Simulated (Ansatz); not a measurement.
## Lattice dynamics of Mg3TlN (built on the sites of a database entry of Ca3TlN)

Wanted: phonon frequencies of Mg3TlN (built on the sites of a database entry of Ca3TlN) and what follows from them.

Main program and level: Ansatz 0.2.0; DFT LDA, scalar-relativistic, plane waves, PAW.

The structure was built from a prototype and need not be the compound's stable phase.

### Step 1. The structure

It takes space group Pm-3m (No. 221, cubic). The conventional cell has a = 4.319 Å, b = 4.319 Å, c = 4.319 Å, α = 90.00°, β = 90.00°, γ = 90.00°. Nearest to Mg lie 2 N at 2.16 Å. Nearest to Tl lie 12 Mg at 3.05 Å. N has 6 Mg at 2.16 Å nearest. Farther neighbours and most contacts between anions are not listed.

As a file:

```
Mg Tl N
1.0
     4.31897    0.00000    0.00000
     0.00000    4.31897    0.00000
     0.00000    0.00000    4.31897
Mg Tl N
3 1 1
Direct
  0.50000 0.50000 0.00000
  0.50000 0.00000 0.50000
  0.00000 0.50000 0.50000
  0.00000 0.00000 0.00000
  0.50000 0.50000 0.50000
```

### Step 2. Relaxation

The cell and atoms are relaxed, since residual forces and stress would shift the frequencies.

The input, input.yaml:

```yaml
crystal:
  lattice:
    - [4.31897, 0.0, 0.0]
    - [0.0, 4.31897, 0.0]
    - [0.0, 0.0, 4.31897]
  atoms:
    - { symbol: Mg, position: [0.5, 0.5, 0.0] }
    - { symbol: Mg, position: [0.5, 0.0, 0.5] }
    - { symbol: Mg, position: [0.0, 0.5, 0.5] }
    - { symbol: Tl, position: [0.0, 0.0, 0.0] }
    - { symbol: "N", position: [0.5, 0.5, 0.5] }
kpoints:
  mp_grid: { grid: [8, 8, 8] }
hamiltonian:
  xc: lda
scf:
  occupations: { method: gaussian, width: 0.1 }
output:
  forces: true
  stress: true
  eigenvalues: true
  write_density: true
  write_potential: true
  elf: true
  volumetric_format: npy
relax:
  adjacent_minimum: "off"
  f_tol: 0.005
  max_steps: 80
  cell: { stress_tol: 0.05 }
```

Command:

```console
> ansatz run input.yaml --threads 8 --pin off --max-ram 14336MiB --backend cpu --events-out ev --progress --plain --runs-dir out
```

Numbers of over 12 decimals in the logs are rounded to 6 here.

What it wrote:

```text
Engine: ansatz 0.2.0, aarch64-unknown-linux-gnu
Pseudopotentials: kind: paw
Pseudopotential: Mg, paw, valence charge 10, recommended cutoff 420 eV (normal), Mg.paw.azcp
Pseudopotential: Tl, paw, valence charge 13, recommended cutoff 420 eV (normal), Tl.paw.azcp
Pseudopotential: N, paw, valence charge 5, recommended cutoff 420 eV (normal), N.paw.azcp
Functional definition: SPW92
  exchange = slater_x
  correlation = pw_c
Crystal: 5 atoms, lattice volume = 80.564 Å³
Basis set: ecut = 420 eV, 1575 PW (Γ)
Bands: 29, of which v1, the nominal top of the filled ones, is band 24 counted from 1 (23 counted from 0)
Symmetry: 48 space group operations
Space group: Pm-3m (ITA 221), of the structure as read, at distance tolerance 4.3e-5 Å
k-points: 35 of 512
Non-local potential: Mg, projectors of the file, l = 0: 3, l = 1: 2, l = 2: 1
Non-local potential: Tl, projectors of the file, l = 0: 2, l = 1: 2, l = 2: 2, l = 3: 1
Non-local potential: N, projectors of the file, l = 0: 2, l = 1: 2, l = 2: 1
PAW form: soft (Blöchl's): semilocal exchange-correlation on the pseudo side does not see the compensation charge
PAW frozen core: Mg, regenerated for the run's functional, and the local potential with it (the file was generated under x = pbe(κ = 0.804, μ = 0.219515), c = pbe(β = 0.066725))
PAW frozen core: Tl, regenerated for the run's functional, and the local potential with it (the file was generated under x = pbe(κ = 0.804, μ = 0.219515), c = pbe(β = 0.066725))
PAW frozen core: N, regenerated for the run's functional, and the local potential with it (the file was generated under x = pbe(κ = 0.804, μ = 0.219515), c = pbe(β = 0.066725))
PAW one-centre angular grid: Mg, 110 points (default); XC on 64 Gauss nodes
PAW one-centre angular grid: Tl, 590 points (default); XC on 64 Gauss nodes
PAW one-centre angular grid: N, 110 points (default); XC on 64 Gauss nodes
Initial density: superposition of atomic densities (neutral atoms: chi_scale 0, normalization atom), corrected by the library's trained network
Initial wavefunctions: pseudopotential atomic-orbital guess
Functional: x = slater, c = lda
SCF iter   1: F=—  HF=-17227.470897 eV  |F-HF|=—  |Δ(HF+E_count)|=         —  Δρ=8.02e-3  dr2=3.63e-2  ethr=1.77e-3  ⟨swp⟩=6.0  Hψ=4574  notcnv=0
preconditioner: auto → Resta (q_TF=auto, 2.503 Å⁻¹)  ε∞=4.2  [insulator: Δε(μ)=0.189 eV  Ē_g=11.408 eV  σ=0.100 eV  W_gap=0.51  n_scr=18 (ndim 8)  ℏωp=20.3 eV  f_vac=0.000  D(μ)=1.29/eV (n_scr^D=6)  ε∞_Penn≈4.2]
SCF iter   2: F=—  HF=-17227.453725 eV  |F-HF|=—  |Δ(HF+E_count)|=   1.72e-2  Δρ=3.26e-3  dr2=6.75e-3  ethr=7.57e-5  ⟨swp⟩=2.0  Hψ=1786  notcnv=0
SCF iter   3: F=—  HF=-17227.451677 eV  |F-HF|=—  |Δ(HF+E_count)|=   2.05e-3  Δρ=6.59e-4  dr2=2.90e-4  ethr=1.41e-5  ⟨swp⟩=2.0  Hψ=1674  notcnv=0  defer=1
SCF iter   4: F=—  HF=-17227.451639 eV  |F-HF|=—  |Δ(HF+E_count)|=   3.79e-5  Δρ=8.63e-5  dr2=7.08e-6  ethr=6.05e-7  ⟨swp⟩=1.6  Hψ=1082  notcnv=0  defer=1
SCF iter   5: F=—  HF=-17227.451640 eV  |F-HF|=—  |Δ(HF+E_count)|=   9.52e-7  Δρ=2.16e-5  dr2=6.49e-7  ethr=1.47e-8  ⟨swp⟩=2.0  Hψ=1396  notcnv=0  defer=1
SCF iter   6: F=-17227.451640 eV  HF=-17227.451640 eV  |F-HF|=4.79e-9  |Δ(HF+E_count)|=   1.42e-7  Δρ=2.82e-6  dr2=4.78e-9  ethr=2.08e-10  ⟨swp⟩=10.2  Hψ=6588  notcnv=0
SCF 1 converged in 6 iterations: F = -17227.451640 eV  dr2 = 4.78e-9
  greatest PAW one-centre occupation: 1.000 electrons in one spin orbital (limit 2), on the Mg atom at site 1 (counted from 0), in its partial waves of l = 1
relax step   1: F+E_penalty+E_count = -17227.45163980 eV  Δ(F+E_penalty+E_count) = +0.000e0 eV  max|allowed force component| = 1.830e-28 eV/Å  Δτ_max = 0.0000 Å  P = -0.861 GPa  Ω = 80.564 Å³  (6 SCF iters, dr2 threshold 1.00e-7 eV, accepted)
Crystal: 5 atoms, lattice volume = 79.863 Å³
Basis set: ecut = 420 eV, 1551 PW (Γ)
Initial density: handed on by an earlier stage of this run
Initial wavefunctions: those handed on with the density
iter 1 solved again at ethr=2.51e-6 eV; its pass at ethr=3.10e-3 eV (dr2=1.21e-3 eV) is discarded
SCF iter   1: F=—  HF=-17227.454887 eV  |F-HF|=—  |Δ(HF+E_count)|=         —  Δρ=9.64e-4  dr2=1.23e-3  ethr=2.51e-6  ⟨swp⟩=2.0  Hψ=4630  notcnv=0
preconditioner: auto → Resta (q_TF=auto, 2.506 Å⁻¹)  ε∞=4.2  [insulator: Δε(μ)=0.238 eV  Ē_g=11.449 eV  σ=0.100 eV  W_gap=0.55  n_scr=18 (ndim 8)  ℏωp=20.4 eV  f_vac=0.000  D(μ)=1.27/eV (n_scr^D=6)  ε∞_Penn≈4.2]
SCF iter   2: F=—  HF=-17227.454653 eV  |F-HF|=—  |Δ(HF+E_count)|=   2.34e-4  Δρ=3.20e-4  dr2=1.70e-4  ethr=2.51e-6  ⟨swp⟩=1.8  Hψ=1094  notcnv=0
SCF iter   3: F=—  HF=-17227.454616 eV  |F-HF|=—  |Δ(HF+E_count)|=   3.67e-5  Δρ=7.42e-5  dr2=3.66e-6  ethr=3.55e-7  ⟨swp⟩=2.0  Hψ=1226  notcnv=0
iter 4 did not close the SCF: its close was put off for the readings that it lacked (scf_convergence_deferred on its scf_iter line)
SCF iter   4: F=-17227.454615 eV  HF=-17227.454615 eV  |F-HF|=1.06e-7  |Δ(HF+E_count)|=   1.22e-6  Δρ=1.07e-5  dr2=1.26e-7  ethr=7.62e-9  ⟨swp⟩=2.0  Hψ=1437  notcnv=0
iter 5 did not close the SCF: its close was put off for the readings that it lacked (scf_convergence_deferred on its scf_iter line)
SCF iter   5: F=-17227.454615 eV  HF=-17227.454615 eV  |F-HF|=3.79e-9  |Δ(HF+E_count)|=   2.07e-8  Δρ=3.04e-6  dr2=5.61e-9  ethr=2.62e-10  ⟨swp⟩=2.0  Hψ=1406  notcnv=0
SCF iter   6: F=-17227.454615 eV  HF=-17227.454615 eV  |F-HF|=5.42e-10  |Δ(HF+E_count)|=   1.08e-9  Δρ=9.22e-7  dr2=7.07e-10  ethr=1.17e-11  ⟨swp⟩=4.3  Hψ=5299  notcnv=0
the search or the solves at the SCF's close seem to have found levels that the self-consistency loop had missed (the run counts 1). By its estimate they hold under 1e-12 electrons; where the run keeps them, the occupations were computed again with them
SCF 2 converged in 6 iterations: F = -17227.454615 eV  dr2 = 7.07e-10
  greatest PAW one-centre occupation: 1.000 electrons in one spin orbital (limit 2), on the Mg atom at site 2 (counted from 0), in its partial waves of l = 1
relax step   2: F+E_penalty+E_count = -17227.45461501 eV  Δ(F+E_penalty+E_count) = -2.975e-3 eV  max|allowed force component| = 1.798e-29 eV/Å  Δτ_max = 0.0000 Å  P = -0.172 GPa  Ω = 79.863 Å³  energy of the carried Pulay correction = +7.048e-4 eV  (6 SCF iters, dr2 threshold 5.00e-7 eV, accepted)
Crystal: 5 atoms, lattice volume = 79.690 Å³
iter 1 solved again at ethr=1.59e-7 eV; its pass at ethr=3.10e-3 eV (dr2=7.64e-5 eV) is discarded
SCF iter   1: F=—  HF=-17227.454902 eV  |F-HF|=—  |Δ(HF+E_count)|=         —  Δρ=2.42e-4  dr2=7.74e-5  ethr=1.59e-7  ⟨swp⟩=2.0  Hψ=4621  notcnv=0
preconditioner: auto → Resta (q_TF=auto, 2.507 Å⁻¹)  ε∞=4.2  [insulator: Δε(μ)=0.230 eV  Ē_g=11.465 eV  σ=0.100 eV  W_gap=0.54  n_scr=18 (ndim 8)  ℏωp=20.4 eV  f_vac=0.000  D(μ)=1.27/eV (n_scr^D=6)  ε∞_Penn≈4.2]
SCF iter   2: F=—  HF=-17227.454890 eV  |F-HF|=—  |Δ(HF+E_count)|=   1.19e-5  Δρ=8.05e-5  dr2=1.07e-5  ethr=1.59e-7  ⟨swp⟩=1.8  Hψ=1096  notcnv=0
SCF iter   3: F=—  HF=-17227.454881 eV  |F-HF|=—  |Δ(HF+E_count)|=   8.28e-6  Δρ=1.89e-5  dr2=2.31e-7  ethr=2.24e-8  ⟨swp⟩=2.0  Hψ=1267  notcnv=0
iter 4 did not close the SCF: its close was put off for the readings that it lacked (scf_convergence_deferred on its scf_iter line)
SCF iter   4: F=-17227.454881 eV  HF=-17227.454881 eV  |F-HF|=8.30e-9  |Δ(HF+E_count)|=   8.17e-8  Δρ=3.04e-6  dr2=9.56e-9  ethr=4.82e-10  ⟨swp⟩=2.0  Hψ=1437  notcnv=0
iter 5 did not close the SCF: its close was put off for the readings that it lacked (scf_convergence_deferred on its scf_iter line)
SCF iter   5: F=-17227.454881 eV  HF=-17227.454881 eV  |F-HF|=4.11e-10  |Δ(HF+E_count)|=   1.78e-9  Δρ=8.67e-7  dr2=5.52e-10  ethr=1.99e-11  ⟨swp⟩=2.0  Hψ=1428  notcnv=0
SCF iter   6: F=-17227.454881 eV  HF=-17227.454881 eV  |F-HF|=2.18e-11  |Δ(HF+E_count)|=  9.09e-11  Δρ=1.75e-7  dr2=2.68e-11  ethr=1.15e-12  ⟨swp⟩=4.1  Hψ=4794  notcnv=0
SCF 3 converged in 6 iterations: F = -17227.454881 eV  dr2 = 2.68e-11
  greatest PAW one-centre occupation: 1.000 electrons in one spin orbital (limit 2), on the Mg atom at site 0 (counted from 0), in its partial waves of l = 1
relax step   3: F+E_penalty+E_count = -17227.45488129 eV  Δ(F+E_penalty+E_count) = -2.663e-4 eV  max|allowed force component| = 1.113e-28 eV/Å  Δτ_max = 0.0000 Å  P = +0.003 GPa  Ω = 79.690 Å³  energy of the carried Pulay correction = +8.797e-4 eV  (6 SCF iters, accepted)
Initial wavefunctions: pseudopotential atomic-orbital guess (no wavefunctions were taken with the density)
iter 1 solved again at ethr=2.12e-8 eV; its pass at ethr=3.10e-3 eV (dr2=1.02e-5 eV) is discarded
SCF iter   1: F=—  HF=-17227.454062 eV  |F-HF|=—  |Δ(HF+E_count)|=         —  Δρ=3.60e-5  dr2=1.98e-7  ethr=2.12e-8  ⟨swp⟩=3.1  Hψ=7281  notcnv=0
preconditioner: auto → Resta (q_TF=auto, 2.507 Å⁻¹)  ε∞=4.2  [insulator: Δε(μ)=0.228 eV  Ē_g=11.467 eV  σ=0.100 eV  W_gap=0.54  n_scr=18 (ndim 8)  ℏωp=20.4 eV  f_vac=0.000  D(μ)=1.27/eV (n_scr^D=6)  ε∞_Penn≈4.2]
SCF iter   2: F=—  HF=-17227.454066 eV  |F-HF|=—  |Δ(HF+E_count)|=   3.40e-6  Δρ=1.74e-5  dr2=2.91e-8  ethr=4.12e-10  ⟨swp⟩=2.0  Hψ=1417  notcnv=0
SCF iter   3: F=—  HF=-17227.454066 eV  |F-HF|=—  |Δ(HF+E_count)|=   1.96e-8  Δρ=2.98e-6  dr2=1.29e-9  ethr=6.06e-11  ⟨swp⟩=2.0  Hψ=1419  notcnv=0
iter 4 did not close the SCF: its close was put off for the readings that it lacked (scf_convergence_deferred on its scf_iter line)
SCF iter   4: F=-17227.454066 eV  HF=-17227.454066 eV  |F-HF|=2.91e-11  |Δ(HF+E_count)|=  6.73e-10  Δρ=2.10e-7  dr2=1.12e-11  ethr=2.68e-12  ⟨swp⟩=2.7  Hψ=1819  notcnv=0
iter 5 did not close the SCF: its close was put off for the readings that it lacked (scf_convergence_deferred on its scf_iter line)
SCF iter   5: F=-17227.454066 eV  HF=-17227.454066 eV  |F-HF|=3.64e-12  |Δ(HF+E_count)|=  2.55e-11  Δρ=3.97e-8  dr2=8.16e-13  ethr=1.00e-12  ⟨swp⟩=1.0  Hψ=1015  notcnv=0
iter 6 did not close the SCF: its close was put off for the readings that it lacked (scf_convergence_deferred on its scf_iter line)
SCF iter   6: F=-17227.454066 eV  HF=-17227.454066 eV  |F-HF|=3.64e-12  |Δ(HF+E_count)|=    0.00e0  Δρ=7.65e-9  dr2=4.26e-14  ethr=1.00e-12  ⟨swp⟩=1.0  Hψ=1015  notcnv=0
iter 7 did not close the SCF: its close was put off for the readings that it lacked (scf_convergence_deferred on its scf_iter line)
SCF iter   7: F=-17227.454066 eV  HF=-17227.454066 eV  |F-HF|=0.00e0  |Δ(HF+E_count)|=    0.00e0  Δρ=2.03e-9  dr2=1.94e-15  ethr=1.00e-12  ⟨swp⟩=1.0  Hψ=1015  notcnv=0
SCF iter   8: F=-17227.454066 eV  HF=-17227.454066 eV  |F-HF|=3.64e-12  |Δ(HF+E_count)|=  3.64e-12  Δρ=2.51e-10  dr2=4.86e-17  ethr=1.00e-12  ⟨swp⟩=2.0  Hψ=2906  notcnv=0
SCF 4 converged in 8 iterations: F = -17227.454066 eV  dr2 = 4.86e-17
relax step   4: F+E_penalty+E_count = -17227.45406578 eV  Δ(F+E_penalty+E_count) = +8.155e-4 eV  max|allowed force component| = 6.595e-29 eV/Å  Δτ_max = 0.0000 Å  P = -0.012 GPa  Ω = 79.690 Å³  stress off target by 1.19e-2 GPa  SCF on the basis re-selected at this cell (its energy is not comparable with the rows above)  (8 SCF iters)
basis re-selected at this cell: Δ(F+E_penalty+E_count) = +8.155e-4 eV, ΔP = -0.015 GPa vs the last step (what re-selecting the basis moved, of the pressure what is left beyond the Pulay correction that the steps carried, after the strain that the cell walked since its last selection, with what the two solves' SCF thresholds leave and, on support functions, any second-order correction that the steps lacked; it is no m [...]
SCF converged after 8 iterations
Free energy (F): -17227.454066 eV
Harris-Foulkes:  -17227.454066 eV  (|F-HF|=3.64e-12)
Internal energy: -17227.447734 eV  (E = F + TS)
E sigma→0 (E₀):  -17227.450900 eV
Entropy (-TS):   -0.006332 eV (-1.266 meV/atom)
Fermi energy:    9.871188 eV
--- Per-component energies (eV) ---
  E_band       = -933.728739
  E_kinetic    = 697.288580
  E_local      = -5410.566839  (includes V_loc(G=0)·N_el)
  E_nonlocal   = 655.404978
  E_hartree    = 1920.171999
  E_xc         = -378.056128
  E_vxc        = -335.878628  (∫ρ·V_xc dr)
  E_paw        = -10799.490919  (= ΣΔE_a)
  E_vpaw       = -380.320967  (= ΣTr[D̂ρ^β])
  E_aug_tail   = 0.000138  (compensation charges beyond the density's cutoff)
  E_ewald      = -3912.589465
  E_core_change = 0.389921  (= ΣΔE_core)
  E_smearing   = -0.006332  (= −TS)
  E_closure    = -0.000000  (closes the sum)
  Σ components = -17227.454066   (vs F -17227.454066, Δ=0.00e0)
--- Forces (eV/Å), atoms counted from 1 ---
  atom   1  Mg     0.00000000    -0.00000000    -0.00000000
  atom   2  Mg     0.00000000     0.00000000     0.00000000
  atom   3  Mg     0.00000000     0.00000000     0.00000000
  atom   4  Tl     0.00000000    -0.00000000     0.00000000
  atom   5  N      0.00000000     0.00000000     0.00000000
  max |Σ_I F_I| component: 1.33e-28 eV/Å
--- Stress (GPa, compression-positive) ---
       -0.011875       0.000000       0.000000
       -0.000000      -0.011875       0.000000
        0.000000       0.000000      -0.011875
  P = ⅓ Tr σ = -0.0119 GPa (-0.119 kbar)
--- Band table (eV; the first three rows and the last of 35) ---
  k-point 0: bands = [... 20 lower, 5.9751, 5.9751, 11.2347, 11.2347, 11.2347, 11.5121, 11.5121, 13.3805, ... 1 higher]
  k-point 1: bands = [... 20 lower, 6.0361, 6.0361, 9.9547, 11.1135, 11.1135, 11.6179, 12.3217, 14.2972, ... 1 higher]
  k-point 2: bands = [... 20 lower, 6.1945, 6.1945, 8.5573, 10.7953, 10.7953, 11.9329, 13.1600, 15.3399, ... 1 higher]
  k-point 34: bands = [... 20 lower, 5.4934, 5.4934, 7.0524, 7.0524, 7.0524, 13.7517, 13.7517, 13.7517, ... 1 higher]
--- Relaxed structure (3 steps of the walk, 3 accepted, 1 SCFs on fresh bases) ---
  F+E_penalty+E_count = -17227.45406578 eV   max|allowed force component| = 6.595e-29 eV/Å   (the final SCF, on the basis selected at the relaxed cell)
  cell:  # Å, volume = 79.6902 Å³
    - [4.303300, 0, 0]
    - [0, 4.303300, 0]
    - [0, 0, 4.303300]
  atoms:
    - { symbol: Mg, position: [0.500000, 0.500000, 0] }
    - { symbol: Mg, position: [0.500000, 0, 0.500000] }
    - { symbol: Mg, position: [0, 0.500000, 0.500000] }
    - { symbol: Tl, position: [0, 0, 0] }
    - { symbol: N, position: [0.500000, 0.500000, 0.500000] }
```

Elapsed: 2.8 s, on 8 threads of Arm Neoverse V2, shared host; peak memory 0.47 GiB.

Step by step:

```tsv
step	energy less that of the first step (eV)	largest force component (eV/Å)	pressure (GPa)	volume (Å³)
1	0.0000	0.0000	-0.86	80.56
2	-0.0030	0.0000	-0.17	79.86
3	-0.0032	0.0000	0.00	79.69
4*	-0.0024	0.0000	-0.01	79.69
```

Relaxation steps marked * repeat the geometry before them on a plane-wave basis chosen anew for their cell, so energy and pressure can jump there.

Forces are held to the 48 operations that the run works with; a distortion that breaks them can't arise in this run.

```tsv
conventional cell, symmetrised	before	after	change
a (Å)	4.319	4.303	-0.4 %
b (Å)	4.319	4.303	-0.4 %
c (Å)	4.319	4.303	-0.4 %
volume (Å³/atom)	16.11	15.94	-1.1 %
```

Final coordinates:

```cif
data_structure
_symmetry_space_group_name_H-M 'P 1'
_symmetry_Int_Tables_number 1
_cell_length_a 4.3033
_cell_length_b 4.3033
_cell_length_c 4.3033
_cell_angle_alpha 90.000
_cell_angle_beta 90.000
_cell_angle_gamma 90.000
_cell_volume 79.69
loop_
_atom_site_label
_atom_site_type_symbol
_atom_site_fract_x
_atom_site_fract_y
_atom_site_fract_z
_atom_site_occupancy
Mg1 Mg 0.50000 0.50000 0.00000 1
Mg2 Mg 0.50000 0.00000 0.50000 1
Mg3 Mg 0.00000 0.50000 0.50000 1
Tl4 Tl 0.00000 0.00000 0.00000 1
N5 N 0.50000 0.50000 0.50000 1
```

Numbers from this step:

* pressure: -0.01187 GPa
* volume per atom: 15.94 Å³
* gap on the k-mesh: 0 eV

ELF in the ac plane at fractional y = 0.500, with atoms of Mg and N within 0.2 Å of it. It is the smooth field of the valence electrons, not physical close to the nuclei.

Ten even steps from '_' (0.06) to '@' (0.82), each cell a mean:
```
====--..__--==--==..__::====
==----..__..::--::____::--==
::::::::..............::::::
______::==**####**++--..____
::..__::##@@@@@@@@%%++..__..
====..::%%@@%%**%%@@**..::==
::==::::@@@@==..**@@##..----
--==..::%%@@**==%%@@##..::==
--::__::##@@@@@@@@@@**....--
______::++##%%@@%%##==..____
......::::::::::::::::::....
------..____..::..____::----
====--..__::======..__::--==
====--..__----::==::__::====
```
Columns run along a (4.3 Å), rows up along c (4.3 Å). Atoms in or near the plane, at fractional coordinates: Mg at (0.50, 0.00), Mg at (0.00, 0.50), N at (0.50, 0.50).

Valence density in the ac plane at fractional y = 0.500, with atoms of Mg and N within 0.2 Å of it. It is the smooth field of the valence electrons, not physical close to the nuclei.

Values in e/Å³, 14 rows by 14 columns, each cell a mean:
```
 0  0  0  0  0  2 11 17  7  1  0  0  0  0
 0  0  0  0  0  1  2  4  2  0  0  0  0  0
 0  0  0  0  0  0  0  0  0  0  0  0  0  0
 0  0  0  0  0  0  0  0  0  0  0  0  0  0
 1  0  0  0  0  1  1  1  1  0  0  0  0  1
12  5  1  0  1  1  2  3  2  1  0  0  2  7
26 12  1  0  1  2  3  4  3  1  0  0  4 17
17  7  1  0  1  2  3  3  2  1  0  0  2 11
 4  2  0  0  0  1  2  2  1  1  0  0  1  2
 0  0  0  0  0  0  1  1  1  0  0  0  0  0
 0  0  0  0  0  0  0  0  0  0  0  0  0  0
 0  0  0  0  0  0  1  1  1  0  0  0  0  0
 0  0  0  0  0  2  7 12  5  0  0  0  0  0
 0  0  0  0  0  4 17 26 12  1  0  0  0  0
```
Columns run along a (4.3 Å), rows up along c (4.3 Å). Atoms in or near the plane, at fractional coordinates: Mg at (0.50, 0.00), Mg at (0.00, 0.50), N at (0.50, 0.50).

Electrostatic potential energy in the ac plane at fractional y = 0.500, with atoms of Mg and N within 0.2 Å of it. With pseudopotentials it is smooth inside the atoms' cores, unlike the true potential.

Values in eV, 14 rows by 14 columns, each cell a mean:
```
 12  12  11   8   1 -23 -56 -66 -46 -11   4   9  11  12
 11  11  11   9   5  -6 -23 -30 -18  -1   6  10  11  11
  9   9  10  10   8   5   2   0   3   7   9  10  10   9
  3   5   7  10  10   9   8   7   8  10  10   9   6   4
-16  -8   3   8  10   8   0  -5   3  10  10   7  -1 -11
-56 -37  -7   6   9  -7 -32 -42 -25   3   8   3 -18 -46
-73 -56 -15   4   7 -19 -52 -64 -42  -5   7   0 -30 -66
-66 -46 -10   5   8 -12 -41 -52 -32   0   8   2 -23 -56
-31 -18   0   7  10   4 -12 -19  -7   8   9   5  -6 -23
 -1   2   6   9  11  10   8   7   9  10  10   8   5   1
  7   8   9  10   9   7   5   4   6   8  10  10   9   8
 11  11  10   9   6   0 -10 -15  -7   3   7  10  11  11
 12  12  11   8   2 -18 -46 -56 -37  -8   5   9  11  12
 12  12  11   7  -1 -31 -66 -73 -56 -16   3   9  11  12
```
Columns run along a (4.3 Å; values clipped at the 3rd and 97th percentile), rows up along c (4.3 Å). Atoms in or near the plane, at fractional coordinates: Mg at (0.50, 0.00), Mg at (0.00, 0.50), N at (0.50, 0.50).

In this step the volume went from 16.11 to 15.94 Å³/atom.

(Continued in part 2 of 3.)

[Logs are printed without paths, hosts, clocks, repeated set-up lines and the standing remarks that a program may print on its own settings, such as how far it seeks lower states.]

[Hosts, paths, dates, database ids (printed as entryN), source tags and the programs' standing remarks are cut or masked in the printed files.]
